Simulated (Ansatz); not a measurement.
# Mo2NO2 monolayer: relaxing the cell for a phonon run

Aim: bring Mo2NO2 monolayer to small forces and stress, as phonons need.

Main program and level: Ansatz 0.2.0; DFT PBEsol, scalar-relativistic, plane waves, PAW; PAW set soft_1.

This is a report of a sequence of runs, with most program output left out.

### 1. Set-up

The cell holds 5 atoms: 1 N, 2 Mo and 2 O. Cell: a = 2.950 Å, b = 2.950 Å, c = 20.000 Å, α = 90.0°, β = 90.0°, γ = 120.0°. Vacuum lies along c.

### 2. Probe on a coarse mesh

First a cheap look: the gap decides the mesh and the occupations, the pressure tells how far the cell has to move.

The program solves this slab on a cell height of its own, 32.6 Å, in place of the one typed.

Contents of input.yaml:

```yaml
crystal:
  lattice:
    - [2.95, 0.0, 0.0]
    - [-1.475, 2.55477, 0.0]
    - [0.0, 0.0, 20.0]
  atoms:
    - { symbol: "N", position: [0.0, 0.0, 0.5] }
    - { symbol: Mo, position: [0.333333, 0.666667, 0.56] }
    - { symbol: Mo, position: [0.666667, 0.333333, 0.44] }
    - { symbol: O, position: [0.666667, 0.333333, 0.61] }
    - { symbol: O, position: [0.333333, 0.666667, 0.39] }
  periodic: [true, true, false]
kpoints:
  mp_grid: { grid: [9, 9, 1] }
hamiltonian:
  xc: pbesol
  pseudopotentials: { kind: paw, azcp: { folder: soft_1 }, xc_functional: pbe }
scf:
  occupations: { method: gaussian, width: 0.1 }
output:
  forces: true
  stress: true
  eigenvalues: true
```

Launch:

```console
> ansatz run input.yaml --threads 8 --pin off --max-ram 16384MiB --backend cpu --events-out ev --progress --plain --runs-dir out
```

Run time: 1.2 s. Hardware: 8 threads of Arm Neoverse V2, shared host; peak memory 0.7 GiB.

This run has no spin polarisation although its electron count is odd.

Numbers from this step:

| Property | Result |
| --- | --- |
| gap on the k-mesh | 0 eV |
| area per atom | 1.507 Å² |

The coarse mesh shows no gap.

### 3. Coarse relaxation

A rough relaxation comes first, because large forces or stress need no tight tolerances yet.

The program solves this slab on a cell height of its own, 32.6 Å, in place of the one typed.

input.yaml, as its differences from that of step 2:

```diff
@@ -23 +23,6 @@
   eigenvalues: true
+relax:
+  adjacent_minimum: "off"
+  f_tol: 0.05
+  max_steps: 80
+  cell: { stress_2d_tol: 0.02 }
```

Wall time 14 s (8 threads); peak memory 0.81 GiB; 95 s of CPU time.

The steps of the relaxation:

| step | energy less that of the first step (eV) | largest force component (eV/Å) | volume (Å³) |
| --- | --- | --- | --- |
| 1 | 0.0000 | 2.3750 | 245.69 |
| 2 | -0.3928 | 1.0737 | 257.35 |
| 3 | -0.7208 | 1.2989 | 272.90 |
| 4 | -0.4367 | 2.0345 | 292.99 |
| 5 | -0.7464 | 0.6530 | 268.08 |
| 6 | -0.8109 | 0.3179 | 276.27 |
| 7 | -0.8155 | 0.0105 | 274.86 |
| 8 | -0.8155 | 0.0033 | 274.84 |
| 9* | -0.8471 | 0.0019 | 274.84 |
| 10 | -0.8473 | 0.0047 | 275.76 |
| 11 | -0.8473 | 0.0003 | 275.85 |
| 12* | -0.8478 | 0.0003 | 275.85 |

Relaxation steps marked * repeat the geometry before them on a plane-wave basis chosen anew for their cell, so energy and pressure can jump there. Relaxation step 4 was tried and not accepted.

Forces are held to the 12 operations that the run works with; a distortion that breaks them can't arise in this run.

| cell as run | before | after | change |
| --- | --- | --- | --- |
| a (Å) | 2.950 | 3.126 | +6.0 % |
| b (Å) | 2.950 | 3.126 | +6.0 % |

The atoms that moved most (Å, along periodic axes as changes of fractional coordinates times the final cell, across vacuum about the mean position):

| atom | dx | dy | dz | length |
| --- | --- | --- | --- | --- |
| Mo3 | 0.000 | 0.000 | 0.163 | 0.163 |
| Mo2 | 0.000 | 0.000 | -0.163 | 0.163 |
| O4 | 0.000 | 0.000 | -0.135 | 0.135 |
| O5 | 0.000 | 0.000 | 0.135 | 0.135 |

The relaxed structure:

```
N Mo O
1.0
     3.12580    0.00000    0.00000
    -1.56290    2.70703    0.00000
     0.00000    0.00000   32.60000
N Mo O
1 2 2
Direct
  0.00000 0.00000 0.30675
  0.33333 0.66667 0.33856
  0.66667 0.33333 0.27493
  0.66667 0.33333 0.37010
  0.33333 0.66667 0.24340
```

Numbers from this step:

```yaml
area_per_atom: 1.692 Å²
```

The relaxation ends with a largest force component of 2.8e-4 eV/Å.

### 4. Relaxation

Harmonic phonons are second derivatives at a point where the forces vanish, and they are wanted at zero stress, so atoms and cell are relaxed first.

Contents of input.yaml:

```yaml
crystal:
  lattice:
    - [3.1258039277, 0.0, 0.0]
    - [-1.5629019638, 2.7070256086, 0.0]
    - [0.0, 0.0, 32.6]
  atoms:
    - { symbol: "N", position: [0.0, 0.0, 0.3067484663] }
    - { symbol: Mo, position: [0.3333333333, 0.6666666667, 0.3385642378] }
    - { symbol: Mo, position: [0.6666666667, 0.3333333333, 0.2749326948] }
    - { symbol: O, position: [0.6666666667, 0.3333333333, 0.3700978502] }
    - { symbol: O, position: [0.3333333333, 0.6666666667, 0.2433990823] }
  periodic: [true, true, false]
kpoints:
  mp_grid: { grid: [15, 15, 1] }
hamiltonian:
  xc: pbesol
  pseudopotentials: { kind: paw, azcp: { folder: soft_1 }, xc_functional: pbe }
scf:
  occupations: { method: gaussian, width: 0.1 }
output:
  forces: true
  stress: true
  eigenvalues: true
  write_density: true
  write_potential: true
  elf: true
  volumetric_format: npy
relax:
  adjacent_minimum: "off"
  f_tol: 0.005
  max_steps: 80
  cell: { stress_2d_tol: 0.02 }
```

The job ended after 10 s (8 threads; peak memory 0.91 GiB; 75 s of CPU time).

Little changed from the start: no atom moved by 0.005 Å and no cell edge by 0.1 %.

Numbers from this step:

```yaml
area_per_atom: 1.694 Å²
```

Valence density in the ac plane at fractional y = 0.333, with atoms of Mo and O within 0.2 Å of it. It is the smooth field of the valence electrons, not physical close to the nuclei.

Ten steps, logarithmic in the rise over the least value, from '0' (0.0 e/Å³) to '9' (5.4 e/Å³), each cell a mean:
```
0000000000000000
0000000000000000
0000000000000000
0000000000000000
0000000000000000
0000000000000000
0000000000000000
0000000000000000
0000000000000000
0000000000000000
0000000000000000
0000000000000000
0000000000000000
0000000000000000
2111123457887643
4555544567888755
5555554556666554
4444445789999976
2333332222222222
0000000000000000
0000000000000000
0000000000000000
0000000000000000
0000000000000000
```
Columns run along a (3.1 Å), rows up along c (32.6 Å). Atoms in or near the plane, at fractional coordinates: Mo at (0.67, 0.27), O at (0.67, 0.37).

Electrostatic potential energy in the ac plane at fractional y = 0.333, with atoms of Mo and O within 0.2 Å of it. With pseudopotentials it is smooth inside the atoms' cores, unlike the true potential.

Ten even steps from '0' (-36 eV) to '9' (0 eV), each cell a mean:
```
9999999999999999
9999999999999999
9999999999999999
9999999999999999
9999999999999999
9999999999999999
9999999999999999
9999999999999999
9999999999999999
9999999999999999
9999999999999999
9999999999999999
9999999999999999
9999999999999999
9999999875555689
6544456644333467
6666666554444556
6788764100000002
9999999888888889
9999999999999999
9999999999999999
9999999999999999
9999999999999999
9999999999999999
```
Columns run along a (3.1 Å; values clipped at the 3rd and 97th percentile), rows up along c (32.6 Å). Atoms in or near the plane, at fractional coordinates: Mo at (0.67, 0.27), O at (0.67, 0.37).

ELF in the ac plane at fractional y = 0.333, with atoms of Mo and O within 0.2 Å of it. It is the smooth field of the valence electrons, not physical close to the nuclei.

Ten even steps from '0' (0.00) to '9' (0.71), each cell a mean:
```
0000000000000000
0000000000000000
0000000000000000
0000000000000000
0000000000000000
0000000000000000
0000000000000000
0000000000000000
0000000000000000
0000000000000000
0000000000000000
0000000000000000
0000000000000000
0000000001111000
3100025899999986
2233324677767764
4455443334444433
2344323689889874
4566643111111112
0000000000000000
0000000000000000
0000000000000000
0000000000000000
0000000000000000
```
Columns run along a (3.1 Å), rows up along c (32.6 Å). Atoms in or near the plane, at fractional coordinates: Mo at (0.67, 0.27), O at (0.67, 0.37).

### 5. Relaxing to small forces for the phonons

Phonons need a cell at rest on their own settings, so the relaxation is repeated with tight tolerances on forces and stress, using the mesh and the filling of the phonon run that follows.

input.yaml, the sections that differ from step 4:

```yaml
crystal:
  lattice:
    - [3.1270003189, 0.0, 0.0]
    - [-1.5635001594, 2.7080617138, 0.0]
    - [0.0, 0.0, 32.6]
  atoms:
    - { symbol: "N", position: [0.0, 0.0, 0.3067484663] }
    - { symbol: Mo, position: [0.3333333333, 0.6666666667, 0.3385336439] }
    - { symbol: Mo, position: [0.6666666667, 0.3333333333, 0.2749632886] }
    - { symbol: O, position: [0.6666666667, 0.3333333333, 0.3700578891] }
    - { symbol: O, position: [0.3333333333, 0.6666666667, 0.2434390434] }
  periodic: [true, true, false]
kpoints:
  mp_grid: { grid: [18, 18, 1] }
scf:
  occupations: { method: methfessel_paxton, width: 0.2 }
relax:
  adjacent_minimum: "off"
  f_tol: 0.001
  max_steps: 60
  cell: { stress_2d_tol: 0.002 }
# hamiltonian, output: as in step 4
```

Wall time 16 s (8 threads); peak memory 0.92 GiB; 2 min of CPU time.

Little changed from the start: no atom moved by 0.005 Å and no cell edge by 0.1 %.

Valence density in the ac plane at fractional y = 0.333, with atoms of Mo and O within 0.2 Å of it. It is the smooth field of the valence electrons, not physical close to the nuclei.

Values in e/Å³, 24 rows by 16 columns, each cell a mean:
```
0.0 0.0 0.0 0.0 0.0 0.0 0.0 0.0 0.0 0.0 0.0 0.0 0.0 0.0 0.0 0.0
0.0 0.0 0.0 0.0 0.0 0.0 0.0 0.0 0.0 0.0 0.0 0.0 0.0 0.0 0.0 0.0
0.0 0.0 0.0 0.0 0.0 0.0 0.0 0.0 0.0 0.0 0.0 0.0 0.0 0.0 0.0 0.0
0.0 0.0 0.0 0.0 0.0 0.0 0.0 0.0 0.0 0.0 0.0 0.0 0.0 0.0 0.0 0.0
0.0 0.0 0.0 0.0 0.0 0.0 0.0 0.0 0.0 0.0 0.0 0.0 0.0 0.0 0.0 0.0
0.0 0.0 0.0 0.0 0.0 0.0 0.0 0.0 0.0 0.0 0.0 0.0 0.0 0.0 0.0 0.0
0.0 0.0 0.0 0.0 0.0 0.0 0.0 0.0 0.0 0.0 0.0 0.0 0.0 0.0 0.0 0.0
0.0 0.0 0.0 0.0 0.0 0.0 0.0 0.0 0.0 0.0 0.0 0.0 0.0 0.0 0.0 0.0
0.0 0.0 0.0 0.0 0.0 0.0 0.0 0.0 0.0 0.0 0.0 0.0 0.0 0.0 0.0 0.0
0.0 0.0 0.0 0.0 0.0 0.0 0.0 0.0 0.0 0.0 0.0 0.0 0.0 0.0 0.0 0.0
0.0 0.0 0.0 0.0 0.0 0.0 0.0 0.0 0.0 0.0 0.0 0.0 0.0 0.0 0.0 0.0
0.0 0.0 0.0 0.0 0.0 0.0 0.0 0.0 0.0 0.0 0.0 0.0 0.0 0.0 0.0 0.0
0.0 0.0 0.0 0.0 0.0 0.0 0.0 0.0 0.0 0.0 0.0 0.0 0.0 0.0 0.0 0.0
0.0 0.0 0.0 0.0 0.0 0.0 0.0 0.0 0.0 0.0 0.0 0.0 0.0 0.0 0.0 0.0
0.1 0.1 0.0 0.0 0.1 0.1 0.2 0.4 0.8 1.5 2.2 2.3 1.8 1.0 0.5 0.2
0.4 0.5 0.6 0.6 0.6 0.5 0.5 0.7 1.2 2.1 2.9 3.0 2.4 1.4 0.8 0.5
0.5 0.6 0.7 0.7 0.6 0.5 0.5 0.5 0.7 1.0 1.2 1.3 1.1 0.8 0.6 0.5
0.5 0.4 0.3 0.3 0.3 0.4 0.7 1.5 3.0 4.5 5.3 5.4 4.9 3.6 2.0 0.9
0.1 0.2 0.2 0.2 0.2 0.2 0.1 0.1 0.1 0.1 0.1 0.1 0.1 0.1 0.1 0.1
0.0 0.0 0.0 0.0 0.0 0.0 0.0 0.0 0.0 0.0 0.0 0.0 0.0 0.0 0.0 0.0
0.0 0.0 0.0 0.0 0.0 0.0 0.0 0.0 0.0 0.0 0.0 0.0 0.0 0.0 0.0 0.0
0.0 0.0 0.0 0.0 0.0 0.0 0.0 0.0 0.0 0.0 0.0 0.0 0.0 0.0 0.0 0.0
0.0 0.0 0.0 0.0 0.0 0.0 0.0 0.0 0.0 0.0 0.0 0.0 0.0 0.0 0.0 0.0
0.0 0.0 0.0 0.0 0.0 0.0 0.0 0.0 0.0 0.0 0.0 0.0 0.0 0.0 0.0 0.0
```
Columns run along a (3.1 Å), rows up along c (32.6 Å). Atoms in or near the plane, at fractional coordinates: Mo at (0.67, 0.27), O at (0.67, 0.37).

ELF in the ac plane at fractional y = 0.333, with atoms of Mo and O within 0.2 Å of it. It is the smooth field of the valence electrons, not physical close to the nuclei.

Ten even steps from '0' (0.00) to '9' (0.71), each cell a mean:
```
0000000000000000
0000000000000000
0000000000000000
0000000000000000
0000000000000000
0000000000000000
0000000000000000
0000000000000000
0000000000000000
0000000000000000
0000000000000000
0000000000000000
0000000000000000
0000000001111000
3100025899999986
2233324677767764
4455443334444433
2344323689889874
4566643111111112
0000000000000000
0000000000000000
0000000000000000
0000000000000000
0000000000000000
```
Columns run along a (3.1 Å), rows up along c (32.6 Å). Atoms in or near the plane, at fractional coordinates: Mo at (0.67, 0.27), O at (0.67, 0.37).

Electrostatic potential energy in the ac plane at fractional y = 0.333, with atoms of Mo and O within 0.2 Å of it. With pseudopotentials it is smooth inside the atoms' cores, unlike the true potential.

Ten even steps from '_' (-36 eV) to '@' (0 eV), each cell a mean:
```
@@@@@@@@@@@@@@@@@@@@@@@@@@@@@@@@
@@@@@@@@@@@@@@@@@@@@@@@@@@@@@@@@
@@@@@@@@@@@@@@@@@@@@@@@@@@@@@@@@
@@@@@@@@@@@@@@@@@@@@@@@@@@@@@@@@
@@@@@@@@@@@@@@@@@@@@@@@@@@@@@@@@
@@@@@@@@@@@@@@@@@@@@@@@@@@@@@@@@
@@@@@@@@@@@@@@@@@@@@@@@@@@@@@@@@
@@@@@@@@@@@@@@@@@@@@@@@@@@@@@@@@
@@@@@@@@@@@@@@@@@@@@@@@@@@@@@@@@
@@@@@@@@@@@@@@@@@@@@@@@@@@@@@@@@
@@@@@@@@@@@@@@@@@@@@@@@@@@@@@@@@
@@@@@@@@@@@@@@@@@@@@@@@@@@@@@@@@
@@@@@@@@@@@@@@@@@@@@@@@@@@@@@@@@
@@@@@@@@@@@@@@@@@@@@@@@@@@@@@@@@
@@@@@@@@@@@@@@%%##++++++++**%%@@
**++======++****====------==**##
**************++++========++++**
**##%%%%##**==..______________::
@@@@@@@@@@@@@@%%%%%%%%%%%%%%%%@@
@@@@@@@@@@@@@@@@@@@@@@@@@@@@@@@@
@@@@@@@@@@@@@@@@@@@@@@@@@@@@@@@@
@@@@@@@@@@@@@@@@@@@@@@@@@@@@@@@@
@@@@@@@@@@@@@@@@@@@@@@@@@@@@@@@@
@@@@@@@@@@@@@@@@@@@@@@@@@@@@@@@@
```
Columns run along a (3.1 Å; values clipped at the 3rd and 97th percentile), rows up along c (32.6 Å). Atoms in or near the plane, at fractional coordinates: Mo at (0.67, 0.27), O at (0.67, 0.37).

The largest force component left is 0.28 meV/Å, within the tolerances set.

### 6. Summary of results

```yaml
space_group_after_relaxation_within_0p01_a: P-3m1
lattice_constant_a: 3.128 Å
lattice_constant_b: 3.128 Å
area_per_atom: 1.69 Å²
```

In words: The largest force component left is 0.28 meV/Å, within the tolerances set. The relaxation keeps the symmetry of its start, so it says nothing on stability against lower symmetry. The runs are without spin polarisation, although the cell has an odd electron count. The PAW files were made for PBE and serve the other functionals too. The starting cell was built on a prototype and not taken from a measurement.

[Logs are printed without paths, hosts, clocks, repeated set-up lines and the standing remarks that a program may print on its own settings, such as how far it seeks lower states.]

[Hosts, paths, dates, database ids (printed as entryN), source tags and the programs' standing remarks are cut or masked in the printed files.]
